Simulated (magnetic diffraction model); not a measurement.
# Which magnetic order? Dy3TiGa7

Space group Cmcm (no. 63), a = 4.0810 Å, b = 18.2440 Å, c = 10.9150 Å.

```csv
site,atom,x,y,z
8f,Dy,0,0.1008,0.9385
4c,Dy,0,0.2445,1/4
8f,Ga,0,0.4790,0.5876
4c,Ga,0,0.4563,1/4
8f,Ga,0,0.3683,0.6472
8f,Ga,0,0.2763,0.9814
4c,Ti,0,0.0503,1/4
```

The compound is invented for this exercise: a known structure type with other elements, its cell scaled to their sizes and not relaxed.

Only Dy is taken to order (form factors of Dy3+); orders and moment sizes are assumed, and not adapted to the symmetry. Radiation: neutrons of λ = 2.52 Å (absorption by Dy left out), 1.5° to 65°; isotropic B of 0.44 Å² (Dy), 0.64 Å² (Ga) and 0.68 Å² (Ti). Simulated constant-wavelength pattern: nuclear and magnetic terms add, the magnetic one as |2.695 fm × Σ f S⊥ exp(2πi Q·r) exp(−B s²)|², summed over all Q at one angle with the factor 1/(sin²θ cos θ). For a modulated order the moment at position r is S exp(−2πi k·r) + c.c., with S = m/2 for a sine wave of amplitude m and S = m(u + iv)/2 for moments turning in a plane, u and v being orthogonal unit vectors in it; the phase factor of the sum at Q = H + k is then exp(2πi H·r). Free-ion form factors, Sears's scattering lengths of 1992, no absorption; a label names one of the reflections at its angle. The strongest nuclear line in the range is 100, and lines under 0.2 are left out.

Above the ordering temperature:

```tsv
2θ (°)	index	I
15.88	(0 2 0)	2.2
20.74	(0 2 1)	1.0
26.70	(0 0 2)	17.9
31.21	(0 2 2)	12.7
34.84	(0 4 1)	18.1
36.89	(1 1 0)	3.9
42.20	(0 4 2)	12.2
43.66	(1 3 0)	7.5
43.78	(0 2 3)	7.2
45.83	(1 3 1)	78.1
46.12	(1 1 2)	33.7
48.96	(0 6 0)	19.4
50.96	(0 6 1)	0.3
55.00	(0 0 4)	2.2
55.19	(1 5 0)	50.6
55.95	(1 1 3)	100.0
56.63	(0 6 2)	1.2
57.03	(1 5 1)	26.8
57.63	(0 2 4)	23.2
61.08	(1 3 3)	15.0
62.34	(1 5 2)	72.5
```

Below it (cell unchanged):

```tsv
2θ (°)	I
1.98	6445.5
13.41	35.5
13.88	11.8
15.88	2.2
17.88	7.0
19.24	38.5
20.74	1.0
22.32	30.6
26.70	17.9
26.77	17.5
30.02	18.1
30.21	1.5
31.21	12.7
32.32	1.4
32.95	11.8
34.14	13.8
34.84	18.1
36.49	16.4
36.77	9.5
36.89	3.9
37.40	16.2
38.98	1.6
39.84	1.6
40.58	3.5
40.60	7.7
42.20	12.2
42.51	5.8
43.04	14.0
43.66	7.5
43.78	7.2
43.86	6.8
44.62	13.7
44.72	3.7
44.88	5.4
45.78	13.0
45.83	78.1
```
(The table stops after 36 lines; 33 more lie at higher angle.)

**Question.** Find the propagation vector, then choose among these models:
A. a sine wave with moments along [100] (amplitudes given), 7.6 μB on Dy; signs + at (0, 0.1008, 0.9385), + at (1/2, 0.3992, 0.4385), + at (1/2, 0.3992, 0.0615), + at (0, 0.1008, 0.5615), + at (0, 0.2445, 1/4), − at (1/2, 0.2555, 3/4)
B. moments turning in the plane of [100] and [010], 7.6 μB on Dy; signs + at (0, 0.1008, 0.9385), + at (1/2, 0.3992, 0.4385), + at (1/2, 0.3992, 0.0615), + at (0, 0.1008, 0.5615), + at (0, 0.2445, 1/4), − at (1/2, 0.2555, 3/4)
C. moments turning in the plane of [100] and [001], 7.6 μB on Dy; signs + at (0, 0.1008, 0.9385), + at (1/2, 0.3992, 0.4385), + at (1/2, 0.3992, 0.0615), + at (0, 0.1008, 0.5615), + at (0, 0.2445, 1/4), − at (1/2, 0.2555, 3/4)
D. a sine wave with moments along [010] (amplitudes given), 7.6 μB on Dy; signs + at (0, 0.1008, 0.9385), + at (1/2, 0.3992, 0.4385), + at (1/2, 0.3992, 0.0615), + at (0, 0.1008, 0.5615), + at (0, 0.2445, 1/4), − at (1/2, 0.2555, 3/4)

The new lines index as (0 1/4 0) at 1.98°, (0 1/4 1) at 13.41°, (0 7/4 0) at 13.88° and (0 9/4 0) at 17.88°, that is as H ± k with k = (0 1/4 0). Satellites come in pairs about each point of the reciprocal lattice.

Magnetic intensity, observed (below minus above) and for each model:

| 2θ (°) | index | observed | A | B | C | D |
| --- | --- | --- | --- | --- | --- | --- |
| 1.98 | (0 1/4 0) | 6445.5 | 3222.8 | 3222.8 | 6445.5 | <0.2 |
| 13.41 | (0 1/4 1) | 35.5 | 34.8 | 68.8 | 35.5 | 34.0 |
| 19.24 | (0 7/4 1) | 38.5 | 25.3 | 37.3 | 38.5 | 12.1 |
| 22.32 | (0 9/4 1) | 30.6 | 18.6 | 25.3 | 30.6 | 6.6 |
| 26.77 | (0 1/4 2) | 17.5 | 17.4 | 34.6 | 17.5 | 17.3 |
| 30.02 | (0 15/4 0) | 18.1 | 9.1 | 9.1 | 18.1 | <0.2 |
| 36.49 | (1 3/4 0) | 16.4 | 0.4 | 15.9 | 16.4 | 15.5 |
| 37.40 | (1 5/4 0) | 16.2 | 1.1 | 15.1 | 16.2 | 14.0 |

Model C matches.

The structure used: k = (0 1/4 0), moments turning in the plane of [100] and [001], 7.6 μB on Dy; signs + at (0, 0.1008, 0.9385), + at (1/2, 0.3992, 0.4385), + at (1/2, 0.3992, 0.0615), + at (0, 0.1008, 0.5615), + at (0, 0.2445, 1/4), − at (1/2, 0.2555, 3/4).

[Logs are printed without paths, hosts, clocks, repeated set-up lines and the standing remarks that a program may print on its own settings, such as how far it seeks lower states.]
